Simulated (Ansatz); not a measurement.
## What KAg (built on the sites of a database entry of CsAu) distorts into

Which phase does KAg (built on the sites of a database entry of CsAu) fall into along its unstable mode, and how much energy does it gain?

Calculated with Ansatz 0.2.0; DFT PBEsol, scalar-relativistic, plane waves, PAW.

The structure was built from a prototype and need not be the compound's stable phase.

## 1. Starting point

Symmetry: Pm-3m, No. 221, cubic system. The conventional cell has a = 3.983 Å, b = 3.983 Å, c = 3.983 Å, α = 90.00°, β = 90.00°, γ = 90.00°. K has 8 Ag at 3.45 Å nearest. Ag has 8 K at 3.45 Å nearest. Farther neighbours are not listed.

Coordinates:

```cif
data_structure
_symmetry_space_group_name_H-M 'Pm-3m'
_symmetry_Int_Tables_number 221
_cell_length_a 3.9832
_cell_length_b 3.9832
_cell_length_c 3.9832
_cell_angle_alpha 90.000
_cell_angle_beta 90.000
_cell_angle_gamma 90.000
_cell_volume 63.20
loop_
_atom_site_label
_atom_site_type_symbol
_atom_site_symmetry_multiplicity
_atom_site_Wyckoff_symbol
_atom_site_fract_x
_atom_site_fract_y
_atom_site_fract_z
_atom_site_occupancy
K1 K 1 b 0.50000 0.50000 0.50000 1
Ag1 Ag 1 a 0.00000 0.00000 0.00000 1
```

## 2. Phonons on a q mesh

The cell comes from relaxations at this level that are not shown. Stability and thermal properties need the whole zone. Linear response on a 2×2×2 q mesh gives force constants as far as a supercell of that size would.

The input, input.yaml:

```yaml
crystal:
  lattice:
    - [3.9831655217, 0.0, 0.0]
    - [0.0, 3.9831655217, 0.0]
    - [0.0, 0.0, 3.9831655217]
  atoms:
    - { symbol: K, position: [0.5, 0.5, 0.5] }
    - { symbol: Ag, position: [0.0, 0.0, 0.0] }
kpoints:
  mp_grid: { grid: [10, 10, 10] }
hamiltonian:
  xc: pbesol
scf:
  occupations: { method: methfessel_paxton, width: 0.15 }
output:
  eigenvalues: true
phonons:
  method: dfpt
  qmesh: [2, 2, 2]
  temperatures: { t_max: 1000, t_step: 50 }
  qpath:
    path:
      - [[0.0, 0.0, 0.0], [0.0, 0.5, 0.0], [0.5, 0.5, 0.0], [0.0, 0.0, 0.0], [0.5, 0.5, 0.5], [0.0, 0.5, 0.0]]
      - [[0.5, 0.5, 0.5], [0.5, 0.5, 0.0]]
    npoints: 10
```

Started as:

```bash
$ ansatz run input.yaml --threads 4 --pin off --max-ram 7168MiB --backend cpu --events-out ev --progress --plain --runs-dir out
```

Numbers of over 12 decimals in the logs are rounded to 6 here.

Output:

```text
Engine: ansatz 0.2.0, aarch64-unknown-linux-gnu
Pseudopotentials: kind: paw
Pseudopotential: K, paw, valence charge 9, recommended cutoff 420 eV (normal), K.paw.azcp
Pseudopotential: Ag, paw, valence charge 19, recommended cutoff 420 eV (normal), Ag.paw.azcp
Functional definition: PBEsol
  exchange = pbesol_x
  correlation = pbesol_c
Crystal: 2 atoms, lattice volume = 63.195 Å³
Basis set: ecut = 420 eV, 1237 PW (Γ), exchange–correlation on 54×54×54 points (8 copies of the dense FFT grid, shifted against one another)
Bands: 18, of which v1, the nominal top of the filled ones, is band 14 counted from 1 (13 counted from 0)
Symmetry: 48 space group operations
k-points: 56 of 1000
Non-local potential: K, projectors of the file, l = 0: 3, l = 1: 2, l = 2: 2
Non-local potential: Ag, projectors of the file, l = 0: 3, l = 1: 2, l = 2: 2, l = 3: 1
PAW form: soft (Blöchl's): semilocal exchange-correlation on the pseudo side does not see the compensation charge
PAW frozen core: K, regenerated for the run's functional, and the local potential with it (the file was generated under x = pbe(κ = 0.804, μ = 0.219515), c = pbe(β = 0.066725))
PAW frozen core: Ag, regenerated for the run's functional, and the local potential with it (the file was generated under x = pbe(κ = 0.804, μ = 0.219515), c = pbe(β = 0.066725))
PAW one-centre angular grid: K, 110 points (default); XC on 64 Gauss nodes
PAW one-centre angular grid: Ag, 590 points (default); XC on 64 Gauss nodes
Initial density: superposition of atomic densities (neutral atoms: chi_scale 0, normalization atom), corrected by the library's trained network
Initial wavefunctions: pseudopotential atomic-orbital guess
Functional: x = pbesol(κ = 0.804, μ = 0.123457), c = pbesol(β = 0.046)
SCF iter   1: F=—  HF=-9037.831030 eV  |F-HF|=—  |Δ(HF+E_count)|=         —  Δρ=3.09e-3  dr2=4.86e-3  ethr=1.77e-3  ⟨swp⟩=5.1  Hψ=4685  notcnv=0
preconditioner: auto → Resta (q_TF=auto, 2.382 Å⁻¹)  ε∞=4.5  [insulator: Δε(μ)=0.173 eV  Ē_g=10.629 eV  σ=0.150 eV  W_gap=0.54  n_scr=18 (ndim 8)  ℏωp=19.8 eV  f_vac=0.007  D(μ)=0.18/eV (n_scr^D=0)  ε∞_Penn≈4.5]
SCF iter   2: F=—  HF=-9037.830112 eV  |F-HF|=—  |Δ(HF+E_count)|=   9.18e-4  S|Δr|=    0.00e0  Δρ=1.04e-3  dr2=3.76e-4  ethr=1.73e-5  ⟨swp⟩=2.6  Hψ=2171  notcnv=0
preconditioner: auto → Kerker (q_TF=auto, 2.382 Å⁻¹)  [metal: Δε(μ)=0.072 eV  Ē_g=10.668 eV  σ=0.150 eV  W_gap=0.36  n_scr=18 (ndim 8)  ℏωp=19.8 eV  f_vac=0.009  D(μ)=0.18/eV (n_scr^D=0)]
SCF iter   3: F=—  HF=-9037.830072 eV  |F-HF|=—  |Δ(HF+E_count)|=   4.01e-5  S|Δr|=    0.00e0  Δρ=4.95e-4  dr2=1.11e-4  ethr=1.34e-6  ⟨swp⟩=2.0  Hψ=1197  notcnv=0
SCF iter   4: F=—  HF=-9037.830057 eV  |F-HF|=—  |Δ(HF+E_count)|=   1.53e-5  S|Δr|=    0.00e0  Δρ=9.39e-5  dr2=1.21e-5  ethr=3.96e-7  ⟨swp⟩=2.0  Hψ=1546  notcnv=0
SCF iter   5: F=—  HF=-9037.830059 eV  |F-HF|=—  |Δ(HF+E_count)|=   2.44e-6  S|Δr|=    0.00e0  Δρ=3.21e-5  dr2=8.38e-7  ethr=4.32e-8  ⟨swp⟩=2.4  Hψ=1366  notcnv=0
SCF iter   6: F=—  HF=-9037.830050 eV  |F-HF|=—  |Δ(HF+E_count)|=   9.44e-6  S|Δr|=    0.00e0  Δρ=7.39e-6  dr2=3.39e-8  ethr=2.99e-9  ⟨swp⟩=2.8  Hψ=1678  notcnv=0
SCF iter   7: F=—  HF=-9037.830050 eV  |F-HF|=—  |Δ(HF+E_count)|=   2.46e-8  S|Δr|=    0.00e0  Δρ=1.37e-6  dr2=9.61e-10  ethr=1.21e-10  ⟨swp⟩=2.0  Hψ=1501  notcnv=0
SCF iter   8: F=—  HF=-9037.830050 eV  |F-HF|=—  |Δ(HF+E_count)|=   1.02e-9  S|Δr|=    0.00e0  Δρ=3.57e-7  dr2=8.08e-11  ethr=3.43e-12  ⟨swp⟩=2.5  Hψ=1471  notcnv=0
SCF iter   9: F=-9037.830050 eV  HF=-9037.830050 eV  |F-HF|=0.00e0  |Δ(HF+E_count)|=  3.64e-11  S|Δr|=    0.00e0  Δρ=6.20e-8  dr2=1.74e-12  ethr=1.00e-12  ⟨swp⟩=5.2  Hψ=4053  notcnv=0
SCF 1 converged in 9 iterations: F = -9037.830050 eV  dr2 = 1.74e-12
  greatest PAW one-centre occupation: 1.001 electrons in one spin orbital (limit 2), on the Ag atom at site 1 (counted from 0), in its partial waves of l = 0
Initial density: read from a saved state, or passed on in memory by an earlier SCF of this step, an earlier step, the calling program or the single point that the run made first
iter 1 solved again at ethr=3.53e-8 eV; its pass at ethr=3.10e-3 eV (dr2=9.90e-6 eV) is discarded
SCF iter   1: F=—  HF=-9037.830058 eV  |F-HF|=—  |Δ(HF+E_count)|=         —  Δρ=2.43e-7  dr2=1.71e-11  ethr=3.53e-8  ⟨swp⟩=3.2  Hψ=7592  notcnv=0
eigensolver tolerance schedule: the retry pair's looser diagonalisation over-reported the residual by 576976.58 of it (diagonalisation noise at an unbounded share of the residual, at the tolerance the schedule requests for it); recorded, not acted on — ethr = c·dr2/N_el stays at c = 1.0e-1
preconditioner: auto → Kerker (q_TF=auto, 2.382 Å⁻¹)  [metal: Δε(μ)=0.072 eV  Ē_g=10.674 eV  σ=0.150 eV  W_gap=0.36  n_scr=18 (ndim 8)  ℏωp=19.8 eV  f_vac=0.009  D(μ)=0.18/eV (n_scr^D=0)]
SCF iter   2: F=—  HF=-9037.830050 eV  |F-HF|=—  |Δ(HF+E_count)|=   8.33e-6  S|Δr|=    0.00e0  Δρ=1.44e-7  dr2=6.10e-12  ethr=1.00e-12  ⟨swp⟩=3.4  Hψ=4913  notcnv=0
SCF iter   3: F=-9037.830050 eV  HF=-9037.830050 eV  |F-HF|=1.82e-12  |Δ(HF+E_count)|=  3.64e-12  S|Δr|=    0.00e0  Δρ=8.57e-8  dr2=1.77e-12  ethr=1.00e-12  ⟨swp⟩=1.0  Hψ=2240  notcnv=0
SCF 2 converged in 3 iterations: F = -9037.830050 eV  dr2 = 1.77e-12
phonons: the bands overlap, so this run is a metal and interpolates without the dipole-dipole term. If the crystal is really an insulator or semiconductor, its LO-TO splitting is missing
NSCF: frozen V_eff on 56 k-points
NSCF: frozen V_eff on 126 k-points
DFPT response loops at q = (0, 0, 0) (fractional): preconditioner auto → Kerker (q_TF=auto, 2.382 Å⁻¹) (partly filled bands, converged f_vac=0.009); β = 1.00, the filter's whole step (`scf.mixing.beta` (0.50) is not read by the response loops under this deck's `scf.mixing.preconditioner`; to damp them name `kerker` or `kerker_dos`, under which they read `scf.mixing.beta`, and type it under 1.00, their step now; both keys bind the ground state too); Broyden in place of MSR1
NSCF: frozen V_eff on 432 k-points
DFPT response loops at q = (0, 0, -0.5) (fractional): mixed as the last ones told, above
NSCF: frozen V_eff on 432 k-points
DFPT response loops at q = (0, -0.5, -0.5) (fractional): mixed as the last ones told, above
NSCF: frozen V_eff on 252 k-points
DFPT response loops at q = (-0.5, -0.5, -0.5) (fractional): mixed as the last ones told, above
SCF converged after 9 iterations
Stability not checked: this state was not tested for a lower state beside it, because cold or Methfessel-Paxton smearing, or corrected tetrahedra, fill the levels in a way that the test cannot read (fill_not_monotonic; see scf.lower_state_search)
Free energy (F): -9037.830050 eV
Harris-Foulkes:  -9037.830050 eV  (|F-HF|=0.00e0)
Internal energy: -9037.830816 eV  (E = F + TS)
E sigma→0 (E₀):  -9037.830241 eV
Entropy (-TS):   0.000766 eV (0.383 meV/atom)
Fermi energy:    6.687550 eV
--- Per-component energies (eV) ---
  E_band       = -512.449667
  E_kinetic    = 782.836887
  E_local      = -3931.043892  (includes V_loc(G=0)·N_el)
  E_nonlocal   = 96.740088
  E_hartree    = 1689.604665
  E_xc         = -315.821922
  E_vxc        = -396.183764  (∫ρ·V_xc dr)
  E_paw        = -4597.992960  (= ΣΔE_a)
  E_vpaw       = -444.008578  (= ΣTr[D̂ρ^β])
  E_aug_tail   = 0.000289  (compensation charges beyond the density's cutoff)
  E_ewald      = -2762.584596
  E_core_change = 0.430624  (= ΣΔE_core)
  E_smearing   = 0.000766  (= −TS)
  E_closure    = 0.000000  (closes the sum)
  Σ components = -9037.830050   (vs F -9037.830050, Δ=0.00e0)
--- Band table (eV; the first three rows and the last of 56) ---
  k-point 0: bands = [... 10 lower, 2.8181, 2.9749, 2.9749, 2.9749, 10.9484, 10.9484, 12.6277, 12.6277]
  k-point 1: bands = [... 10 lower, 2.9349, 2.9669, 2.9669, 2.9772, 10.5185, 10.9689, 12.4723, 12.4723]
  k-point 2: bands = [... 10 lower, 2.9461, 2.9461, 2.9830, 3.2880, 9.4494, 11.0258, 12.1458, 12.1458]
  k-point 55: bands = [... 10 lower, 2.7603, 3.1638, 3.1638, 8.1501, 8.1501, 8.1501, 8.4285, 13.1938]
--- Phonons (Γ-DFPT): 2 representative perturbations + reference (Σ response iterations 6) ---
  ASR residual: 3.909e-5 → 0.000e0 eV/Å²; symmetrization residual: 2.508e-6 eV/Å²
  ASR residual per site (eV/Å²): 7.88e-7 3.91e-5
  Γ frequencies (cm⁻¹): 0.00 0.00 0.00 105.31 105.31 105.31
--- Phonons (arbitrary-q DFPT): 4 irreducible q on the 2×2×2 mesh ---
  q = [0.0000, 0.0000, 0.0000] (star 1, of the zone-centre solve; hermiticity 4.29e-6, symmetrization 1.86e-11): -0.00 0.00 0.00 105.31 105.31 105.31
  q = [0.0000, 0.0000, -0.5000] (star 3, 4 solved perturbations in 684 linear systems a pass and spin channel, the states on 216 of 1000 k-point pairs; hermiticity 4.15e-13, symmetrization 3.87e-13): 32.99 55.94 55.94 87.28 87.28 131.79
  q = [0.0000, -0.5000, -0.5000] (star 3, 4 solved perturbations in 684 linear systems a pass and spin channel, the states on 216 of 1000 k-point pairs; hermiticity 3.58e-6, symmetrization 3.11e-12): -25.71 -25.71 58.35 83.99 124.96 124.96
  q = [-0.5000, -0.5000, -0.5000] (star 1, 2 solved perturbations on 126 of 1000 k-point pairs; hermiticity 1.68e-12, symmetrization 3.57e-11): 32.59 32.59 32.59 120.51 120.51 120.51
  sum rule: each row above includes the acoustic sum rule's correction from the zone centre's row sums; it moved no ω² by more than (0.31 cm⁻¹)²
  mesh force constants: q→R imaginary residual 2.20e-17; ASR residual 3.909e-5 → 0.000e0 eV/Å²; symmetrization residual 1.221e-15 eV/Å²
  interpolated dispersion: 62 rows × 6 modes
  density of states and harmonic sums: on the 16×16×16 q-mesh, interpolated from the force constants of a 2×2×2 supercell (no non-analytic term)
  largest difference from the sums on the solved wave vectors: F 2.61e-1 eV, S 3.26e-4 and C_V 6.55e-5 eV/K
  zero-point energy: 0.026081 eV/cell   skipped modes (ω ≤ 0): 66, of them read as no rigid motion or as one in doubt: 63 (3.677e-1 modes/cell left out, lowest -25.71 cm⁻¹)   left out of the sums: 6.14e-2 of the cell's modes: C_V's classical limit lies that fraction below 3 k_B per atom; for a crystal, a wire or a layer, F and S can be off by more, and a phonons.interpolated_qmesh denser along its periods is the remedy for the sampling
```

It took 51 s on 4 threads of Arm Neoverse V2, shared host; peak memory 0.83 GiB.

Numbers from this step:

| Quantity | Value |
| --- | --- |
| volume per atom | 31.60 Å³ |
| gap on the k-mesh | 0 eV |
| sum-rule residual before enforcement | 3.91e-5 eV/Å² |
| lowest frequency on the path | -25.71 cm⁻¹ |
| point group | m-3m |
| highest frequency on the path or at a solved wavevector | 131.8 cm⁻¹ |
| highest optical mode at the zone centre (no LO-TO term) | 105.3 cm⁻¹ |
| lowest optical zone-centre mode | 105.3 cm⁻¹ |
| lowest mode on the q mesh (acoustic modes at Γ apart) | -25.71 cm⁻¹ |

Frequencies (cm⁻¹) solved at each irreducible wavevector; negative means imaginary. Frequencies by wavevector, by row:

```tsv
q in reciprocal lattice units	star	mode 1	mode 2	mode 3	mode 4	mode 5	mode 6
0 0 0	1	0	0	0	105.3	105.3	105.3
0 0 -0.5	3	33	55.9	55.9	87.3	87.3	131.8
0 -0.5 -0.5	3	-25.7	-25.7	58.4	84	125	125
-0.5 -0.5 -0.5	1	32.6	32.6	32.6	120.5	120.5	120.5
```

Interpolated from a 2×2×2 q mesh, rough between the solved points. The phonon branches at the labelled points (cm⁻¹):

```tsv
point	branch 1	branch 2	branch 3	branch 4	branch 5	branch 6
Γ	0	0	0	105	105	105
halfway	32	35	35	98	98	117
X	33	56	56	87	87	132
halfway	-8	35	57	86	109	128
M	-26	-26	58	84	125	125
halfway	1	45	46	93	108	118
Γ	0	0	0	105	105	105
halfway	30	30	42	108	112	112
R	33	33	33	120	120	120
halfway	-9	36	46	104	109	126
X	33	56	56	87	87	132
jump to R	33	33	33	120	120	120
halfway	13	13	47	104	123	123
M	-26	-26	58	84	125	125
```

The phonon branches as a text plot (rows in cm⁻¹):

```
    129 |     *********                             ******
    122 |    *       ********               ********      *******
    115 |   *       *     *****          ****    ***       *
    109 |***                 * *** ******          **       *
    102 |***       *          **********            **       *
     96 |   ***   *          **                      ***      *
     89 |      *****      ***                          ***     *
     83 |           ******                                      *
     76 |
     69 |
     63 |
     56 |      ************                            ***    ***
     50 |     *   *        **        ***             ***     *
     43 |    *     *         **         *          ***      *
     37 |   * *            ** **    *           *** *     **
     30 |   ** ***        *    **      *************    ***
     24 |  *      * *           *    **                *   **
     17 | *        *             * **             *
     10 |*           *        **** *               *  *      *
      4 |                *   *   *
     -3 |                         *
     -9 |                  **                       **
    -16 |           * *   *                                   *
    -22 |            *****                                     **
         Γ      X      M          Γ            R        X|R     M
```

Symmetry leaves 4 wavevectors to solve. The lowest mode among them, the acoustic zeros apart, lies at q = (0, -0.5, -0.5) and is imaginary, 25.7i cm⁻¹, so the energy falls along it.

## 3. The mode frozen in, largest atomic shift 0 Å

The mode followed lies at q = (0, -0.5, -0.5) with frequency 25.7i cm⁻¹ and is 2-fold degenerate, the softest among the wavevectors solved. At small amplitude the distorted cell has space group no. 65 by a symmetry search on the positions. The undistorted cell that holds it gives the zero of energy on the same k mesh.

System of this step: KAg (built on the sites of a database entry of CsAu). The structure is cubic, space group Pm-3m (No. 221). The conventional cell has a = 3.983 Å, b = 3.983 Å, c = 3.983 Å, α = 90.00°, β = 90.00°, γ = 90.00°. K has 8 Ag at 3.45 Å nearest. Ag has 8 K at 3.45 Å nearest. Farther neighbours are not listed.

The input, input.yaml:

```yaml
crystal:
  lattice:
    - [-3.9831655217, 0.0, 0.0]
    - [0.0, -3.9831655217, -3.9831655217]
    - [0.0, -3.9831655217, 3.9831655217]
  atoms:
    - { symbol: K, position: [0.5, 1.0, 0.5] }
    - { symbol: K, position: [0.5, 0.5, 0.0] }
    - { symbol: Ag, position: [0.0, 0.5, 0.5] }
    - { symbol: Ag, position: [0.0, 1.0, 0.0] }
kpoints:
  mp_grid: { grid: [10, 8, 8] }
hamiltonian:
  xc: pbesol
scf:
  occupations: { method: methfessel_paxton, width: 0.15 }
output:
  forces: true
  stress: true
  eigenvalues: true
```

Output:

```text
[...]
Crystal: 4 atoms, lattice volume = 126.391 Å³
Basis set: ecut = 420 eV, 2465 PW (Γ), exchange–correlation on 54×80×80 points (8 copies of the dense FFT grid, shifted against one another)
Bands: 34, of which v1, the nominal top of the filled ones, is band 28 counted from 1 (27 counted from 0)
Symmetry: 32 space group operations
[...]
k-points: 90 of 640
[...]
k-point 0: bands = [... 24 lower, 2.9739, 2.9739, 3.1547, 6.0454, 8.3248, 8.3248, 10.5285, 10.9482, ... 2 higher]
  k-point 1: bands = [... 24 lower, 2.9723, 2.9739, 3.1292, 5.8876, 8.2759, 8.3942, 10.7283, 10.7800, ... 2 higher]
  k-point 2: bands = [... 24 lower, 2.9719, 3.0589, 3.1926, 5.4397, 8.3297, 8.5950, 10.2724, 10.4884, ... 2 higher]
  k-point 89: bands = [... 24 lower, 3.1547, 3.1547, 6.0454, 6.0454, 8.3247, 8.3247, 8.3249, 8.3249, ... 2 higher]
[key lines of the parts left out:]
SCF converged after 6 iterations
Free energy (F): -18075.655420 eV
Fermi energy:    6.676528 eV
P = ⅓ Tr σ = 0.0161 GPa (0.161 kbar)
```

It took 5.4 s on 4 threads; peak memory 0.58 GiB.

This step gave:

```yaml
pressure: 0.01611 GPa
energy_from_the_undistorted_cell: 0 meV/atom
```

The run ends at a pressure of 0.02 GPa.

## 4. The mode frozen in, largest atomic shift 0.45 Å

The atoms are moved along the unstable eigenvector, the largest shift by 0.45 Å, with the cell fixed.

input.yaml, the sections that differ from step 3:

```yaml
crystal:
  lattice:
    - [-3.9831655217, 0.0, 0.0]
    - [0.0, -3.9831655217, -3.9831655217]
    - [0.0, -3.9831655217, 3.9831655217]
  atoms:
    - { symbol: K, position: [0.5, 0.9687109527, 0.4687109527] }
    - { symbol: K, position: [0.5, 0.5312890473, 0.0312890473] }
    - { symbol: Ag, position: [0.0, 0.4435122646, 0.5564877354] }
    - { symbol: Ag, position: [0.0, 1.0564877354, -0.0564877354] }
# kpoints, hamiltonian, scf, output: as in step 3
```

Output:

```text
[...]
Crystal: 4 atoms, lattice volume = 126.391 Å³
Basis set: ecut = 420 eV, 2465 PW (Γ), exchange–correlation on 54×80×80 points (8 copies of the dense FFT grid, shifted against one another)
Bands: 34, of which v1, the nominal top of the filled ones, is band 28 counted from 1 (27 counted from 0)
Symmetry: 8 space group operations
[...]
k-points: 126 of 640
[...]
k-point 0: bands = [... 24 lower, 3.0742, 3.1311, 3.2314, 6.2227, 8.1904, 8.5085, 10.1668, 10.7157, ... 2 higher]
  k-point 1: bands = [... 24 lower, 3.0664, 3.1312, 3.2204, 6.0588, 8.1730, 8.4979, 10.4367, 10.6493, ... 2 higher]
  k-point 2: bands = [... 24 lower, 3.1040, 3.1312, 3.2500, 5.5917, 8.2447, 8.6156, 10.4004, 10.4572, ... 2 higher]
  k-point 125: bands = [... 24 lower, 3.1179, 3.3107, 5.8171, 6.2131, 8.0903, 8.2399, 8.4395, 8.5542, ... 2 higher]
[key lines of the parts left out:]
SCF converged after 7 iterations
Free energy (F): -18075.714260 eV
Fermi energy:    6.738823 eV
P = ⅓ Tr σ = -0.2268 GPa (-2.268 kbar)
```

Run time: 6.5 s. Hardware: 4 threads; peak memory 0.65 GiB.

This step gave:

```yaml
pressure: -0.2268 GPa
energy_from_the_undistorted_cell: -14.80 meV/atom
```

The energy, extrapolated to zero smearing, is -14.80 meV/atom against the undistorted cell.

The run ends at a pressure of -0.23 GPa, with forces up to 0.100 eV/Å.

## 5. Energy along the mode, all amplitudes (two of the runs are shown above)

An imaginary frequency means negative curvature, so the energy should fall and then rise again as anharmonic terms take over.

This step gave:

```yaml
depth_at_the_lowest_point_sampled: 14.80 meV/atom
largest_atomic_shift_at_that_point: 0.45 Å
```

The energy from the parent by largest atomic shift:

```tsv
largest atomic shift (Å)	energy from the parent (meV/atom)
0.000	0
0.040	-0.15
0.080	-0.596
0.140	-1.80
0.220	-4.33
0.320	-8.70
0.450	-14.8
0.600	-11.6
```

Displacement at unit largest shift by atom:

```tsv
atom	x (Å)	y (Å)	z (Å)	size
K1	0.00	0.55	0.00	0.55
K2	0.00	-0.55	0.00	0.55
Ag3	0.00	0.00	1.00	1.00
Ag4	0.00	0.00	-1.00	1.00
```

The lowest of the steps tried is at 0.45 Å, 14.8 meV/atom below the parent; the bottom of the well need not coincide with a step.

(Continued in part 2 of 3.)

[Logs are printed without paths, hosts, clocks, repeated set-up lines and the standing remarks that a program may print on its own settings, such as how far it seeks lower states.]

[Hosts, paths, dates, database ids (printed as entryN), source tags and the programs' standing remarks are cut or masked in the printed files.]
